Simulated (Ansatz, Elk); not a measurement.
**Bonding as seen by X-rays: Sr2CrS4**

Structure refinements treat a crystal as free atoms side by side. For a made-up structure of Sr2CrS4 (cell and positions from a PBEsol relaxation) the runs below show what the calculated density changes in F(hkl).

Program: Elk 11.2.3 (patched build). Level of theory: DFT, PBE, all-electron APW+lo, Dirac cores, scalar-relativistic bands, static density, ferromagnetic start. Results are calculated unless marked as measured.

This account leaves out most program logs.

The structure was built from a prototype and need not be the compound's stable phase.

### 1. The structure

The structure is tetragonal, space group I4/mmm (No. 139). The conventional cell has a = 4.478 Å, b = 4.478 Å, c = 15.058 Å, α = 90.00°, β = 90.00°, γ = 90.00°. Nearest to Sr lie 9 S at 2.90 to 3.18 Å. Cr has 6 S at 2.24 to 2.45 Å nearest. Nearest to S lie 1 Cr at 2.45 Å and 5 Sr at 2.90 to 3.18 Å. S has 2 Cr at 2.24 Å and 4 Sr at 3.12 Å nearest. Farther neighbours and most contacts between anions are not listed.

Structure file:

```cif
data_structure
_symmetry_space_group_name_H-M 'I4/mmm'
_symmetry_Int_Tables_number 139
_cell_length_a 4.4782
_cell_length_b 4.4782
_cell_length_c 15.0577
_cell_angle_alpha 90.000
_cell_angle_beta 90.000
_cell_angle_gamma 90.000
_cell_volume 301.97
loop_
_atom_site_label
_atom_site_type_symbol
_atom_site_symmetry_multiplicity
_atom_site_Wyckoff_symbol
_atom_site_fract_x
_atom_site_fract_y
_atom_site_fract_z
_atom_site_occupancy
Sr1 Sr 4 e 0.00000 0.00000 0.35532 1
Cr1 Cr 2 a 0.00000 0.00000 0.00000 1
S1 S 4 e 0.00000 0.00000 0.16245 1
S2 S 4 c 0.50000 0.00000 0.00000 1
```

### 2. Ground state and structure factors

An all-electron density is needed, since X-rays see the cores too. Task 0 finds the density and task 195 Fourier-transforms it; tshift is off so that phases refer to the origin typed.

elk.in reads:

```
tasks
  0
  195
  196

xctype
  20

spinpol
  .true.

rgkmax
  7.0

gmaxvr
  14.0

lmaxo
  7

lmaxapw
  8

swidth
  0.002

tshift
  .false.

ramdisk
  .false.

hmaxvr
  5.5

maxscl
  120

epspot
  1e-06

reducebf
  0.8

sppath
  './'

avec
  -4.23126343786 4.23126343786 14.22750818046
  4.23126343786 -4.23126343786 14.22750818046
  4.23126343786 4.23126343786 -14.22750818046

atoms
  3
  'Sr.in'
  2
  0.3553173454 0.3553173454 0.0000000000   0.000000 0.000000 0.000000
  0.6446826546 0.6446826546 0.0000000000   0.000000 0.000000 0.000000
  'Cr.in'
  1
  0.0000000000 0.0000000000 -0.0000000000   0.000000 0.000000 -0.095000
  'S.in'
  4
  0.1624538490 0.1624538490 -0.0000000000   0.000000 0.000000 0.000000
  0.8375461510 0.8375461510 -0.0000000000   0.000000 0.000000 0.000000
  0.0000000000 0.5000000000 0.5000000000   0.000000 0.000000 0.000000
  0.5000000000 0.0000000000 0.5000000000   0.000000 0.000000 0.000000

ngridk
  6 6 6
```

On the command line:

```bash
$ OMP_NUM_THREADS=4 elk
```

Run time: 9.3 min. Hardware: 4 threads of Arm Neoverse V1, shared host; peak memory 0.6 GiB.

SFACRHO.OUT:

```text

h k l indices transformed by vhmat matrix:
   1.000000000       0.000000000       0.000000000    
   0.000000000       1.000000000       0.000000000    
   0.000000000       0.000000000       1.000000000    

      h      k      l  multipl.   |H|            Re(F)            Im(F)           |F|

      0      0      0      1   0.0000000       164.00000     -0.20846686E-15   164.00000    
      1      1     -1      2  0.44162233       21.684849      0.88937577E-14   21.684849    
     -1      0      0      8  0.77461058      -5.9751912     -0.41115601E-14   5.9751912    
      2      2     -2      2  0.88324466      -26.876059      0.56696176E-13   26.876059    
      1      2     -1      8  0.99502870       53.210955     -0.44878004E-13   53.210955    
      0      0      1      4   1.0500133       83.270002      0.26370332E-14   83.270002    
      1      1     -2      8   1.1391041      -31.533153      0.11584942E-13   31.533153    
     -3     -3      3      2   1.3248670       103.27551      0.79694740E-13   103.27551    
     -3     -2      2      8   1.3304898       36.502774      0.92774514E-14   36.502774    
      2      2     -3      8   1.3720966      -69.683559      0.46966642E-13   69.683559    
      1     -1     -1      4   1.4849431       117.23823      0.11348767E-14   117.23823    
      0     -2      0      8   1.5492212       14.159395     -0.63797934E-14   14.159395    
     -1      0     -1     16   1.6748365      -7.6689706     -0.49394239E-14   7.6689706    
     -3     -3      2      8   1.6905030       53.255956      0.73396095E-13   53.255956    
     -3     -4      4      8   1.7147551      -26.197576     -0.44691798E-13   26.197576    
     -1     -3      3      8   1.7277665      -24.336947     -0.49255375E-13   24.336947    
      4      4     -4      2   1.7664893       58.999202     -0.51124956E-13   58.999202    
      0     -3      1     16   1.7874949       46.364010      0.45775621E-13   46.364010
```

Elk indexes on the primitive cell of elk.in and gives |H| = 4π sin θ/λ in inverse bohr. Below, one row stands for each form hkl of the conventional cell (m members, Friedel mates merged), F is for one primitive cell and the density is static (no thermal factor). Free-atom factors are Waasmaier and Kirfel's, and R is Σm||F|−|F'||/Σm|F|.

```
hkl   m  sin θ/λ (Å⁻¹)  abs F, DFT  neutral atoms   diff.
002   2          0.066      21.685         21.744  -0.059
101   8          0.117       5.975          5.889  +0.086
004   2          0.133      26.876         26.521  +0.355
103   8          0.150      53.211         53.834  -0.623
110   4          0.158      83.270         83.375  -0.105
112   8          0.171      31.533         30.692  +0.841
006   2          0.199     103.275        103.123  +0.152
105   8          0.200      36.503         36.709  -0.206
114   8          0.206      69.684         69.053  +0.631
200   4          0.223     117.238        117.545  -0.307
202   8          0.233      14.159         14.386  -0.227
211  16          0.252       7.669          7.324  +0.345
116   8          0.254      53.256         53.612  -0.356
107   8          0.258      26.198         25.900  +0.298
```

### 3. The magnetisation density

The same run holds the spin density, and task 196 transforms it. The order is that of the start, and no other was tried.

SFACMAG_1.OUT:

```text

h k l indices transformed by vhmat matrix:
   1.000000000       0.000000000       0.000000000    
   0.000000000       1.000000000       0.000000000    
   0.000000000       0.000000000       1.000000000    

      h      k      l  multipl.   |H|            Re(F)            Im(F)           |F|

      0      0      0      1   0.0000000       2.0053885     -0.17436636E-17   2.0053885    
      1      1     -1      2  0.44162233       1.8399361      0.42343992E-16   1.8399361    
     -1      0      0      8  0.77461058       1.7580294      0.87632047E-17   1.7580294    
      2      2     -2      2  0.88324466       1.6037487      0.12701350E-17   1.6037487    
      1      2     -1      8  0.99502870       1.6019483     -0.31986351E-16   1.6019483    
      0      0      1      4   1.0500133       1.6325097     -0.11430647E-16   1.6325097    
      1      1     -2      8   1.1391041       1.6146907      0.23701702E-16   1.6146907    
     -3     -3      3      2   1.3248670       1.3218441      0.99300238E-16   1.3218441    
     -3     -2      2      8   1.3304898       1.3273573     -0.34539412E-17   1.3273573    
      2      2     -3      8   1.3720966       1.3672515      0.11432366E-16   1.3672515    
      1     -1     -1      4   1.4849431       1.0357407     -0.12723724E-17   1.0357407    
      0     -2      0      8   1.5492212       1.0614616      0.52360196E-17   1.0614616    
     -1      0     -1     16   1.6748365      0.99085147     -0.79185814E-17  0.99085147    
     -3     -3      2      8   1.6905030       1.0548018      0.39652190E-16   1.0548018    
     -3     -4      4      8   1.7147551      0.94022399      0.43064412E-17  0.94022399    
     -1     -3      3      8   1.7277665      0.93471921     -0.17484661E-17  0.93471921
```

The total moment is 2.01 μB a cell; sphere moments: Sr1 0.00, Sr2 0.00, Cr3 +1.98, S4 -0.01, S5 -0.01, S6 -0.07, S7 -0.07 μB. Polarised neutrons measure spin and orbital magnetisation together; without spin-orbit coupling the run gives the spin part:

```
hkl  sin θ/λ (Å⁻¹)  abs F_M (μB)
002          0.066         1.840
101          0.117         1.758
004          0.133         1.604
103          0.150         1.602
110          0.158         1.633
112          0.171         1.615
006          0.199         1.322
105          0.200         1.327
114          0.206         1.367
200          0.223         1.036
202          0.233         1.062
211          0.252         0.991
116          0.254         1.055
107          0.258         0.940
```

### 4. The highest occupied states alone

An energy window below the Fermi level keeps the highest occupied states, to see at which angles they scatter; shallow core shells can lie inside it and anion s states outside. No new self-consistency is needed.

elk.in, as its differences from that of step 2:

```diff
@@ -1,5 +1,3 @@
 tasks
-  0
   195
-  196
 
@@ -44,2 +42,5 @@
 
+wsfac
+  -0.231780 0.509210
+
 sppath
```

On the command line:

```bash
$ OMP_NUM_THREADS=4 elk
```

Run time: 26 s. Hardware: 4 threads; peak memory 0.38 GiB.

States within 12 eV below the Fermi level hold 30.17 electrons; any levels below the window count with the cores, and a count that is not whole means the window cuts a band. Their amplitudes can exceed the total, where window and core parts have opposite phase:

```
hkl  sin θ/λ (Å⁻¹)  abs F, window  abs F, all
002          0.066          7.054      21.685
101          0.117          7.675       5.975
004          0.133          3.820      26.876
103          0.150          3.034      53.211
110          0.158          4.827      83.270
112          0.171          2.999      31.533
006          0.199          8.191     103.275
105          0.200          3.598      36.503
114          0.206          1.970      69.684
200          0.223          6.044     117.238
```

### 5. Another functional

The difference from free atoms is small, so it is set against the change that PBEsol makes.

elk.in, as its differences from that of step 4:

```diff
@@ -1,6 +1,8 @@
 tasks
+  0
   195
+  196
 
 xctype
-  20
+  22
 
@@ -42,5 +44,2 @@
 
-wsfac
-  -0.231780 0.509210
-
 sppath
```

On the command line:

```bash
$ OMP_NUM_THREADS=4 elk
```

The job ended after 9.2 min (4 threads; peak memory 0.6 GiB; 32 min of CPU time).

Against the first run R = 0.04 %; the largest change is -0.085 at 006. The moment goes from 2.01 to 2.00 μB.

### 6. Basis size

The basis and the expansions that go with it are enlarged, to see whether the differences are converged.

elk.in, as its differences from that of step 5:

```diff
@@ -6,3 +6,3 @@
 xctype
-  22
+  20
 
@@ -12,12 +12,12 @@
 rgkmax
-  7.0
+  8.5
 
 gmaxvr
-  14.0
+  18.0
 
 lmaxo
-  7
+  9
 
 lmaxapw
-  8
+  10
```

On the command line:

```bash
$ OMP_NUM_THREADS=4 elk
```

The job ended after 11 min (4 threads; peak memory 1.1 GiB).

The run was cut off at its time limit.

### 7. With a Hubbard U

A Hubbard U is put on the d shell, to see how far it moves the factors.

elk.in, as its differences from that of step 6:

```diff
@@ -12,12 +12,12 @@
 rgkmax
-  8.5
+  7.0
 
 gmaxvr
-  18.0
+  14.0
 
 lmaxo
-  9
+  7
 
 lmaxapw
-  10
+  8
 
@@ -70 +70,5 @@
   6 6 6
+
+dft+u
+  1 1
+  2 2 0.128623 0.000000
```

On the command line:

```bash
$ OMP_NUM_THREADS=4 elk
```

The job ended after 6.4 min (4 threads; peak memory 0.61 GiB).

The run was cut off at its time limit.

### 8. Settings against the effect

```
          run  R against the first run (%)  R against neutral atoms, low angle (%)  wall time
PBE, rgkmax 7                         0.00                                    0.81    9.3 min
       PBEsol                         0.04                                    0.82    9.2 min
```

### 9. Summary of results

- R against neutral atoms, sin θ/λ < 0.3 Å⁻¹: 0.81 %
- R against neutral atoms, 0.3 to 0.68 Å⁻¹: 0.27 %

What this shows: Independent neutral atoms miss the calculated amplitudes by R = 0.81 % below 0.3 Å⁻¹ and 0.27 % from there to 0.68 Å⁻¹; by shells, 1.14 % below 0.15 Å⁻¹ (4 forms), 0.77 % 0.15 to 0.3 (15 forms), 0.25 % 0.3 to 0.45 (32 forms), 0.28 % above 0.45 (98 forms). Bonding, aspherical density and the tables' own atoms all enter these figures, and the runs don't part them. The largest change of an amplitude is +0.84 electrons, at 112. The magnetic order is that of the start. No other order was tried here, and an antiferromagnetic one would change or move the magnetic intensity. The window's part falls from 30.2 electrons at the origin to at most 0.72 between 0.45 and 0.68 Å⁻¹. Below 0.3 Å⁻¹ the changes that finished (PBEsol) move F by R = 0.06 % at most, against the 0.81 % that separates it from free atoms. The magnetic factors move by R = 1.9 % (PBEsol). The basis has no finished test. The k-mesh has no finished test. Part of the difference isn't bonding: the tables are fits to free atoms and ions calculated by other methods than this functional. Thermal motion, anomalous dispersion and extinction are left out.

[Logs are printed without paths, hosts, clocks, repeated set-up lines and the standing remarks that a program may print on its own settings, such as how far it seeks lower states.]

[Hosts, paths, dates, database ids (printed as entryN), source tags and the programs' standing remarks are cut or masked in the printed files.]
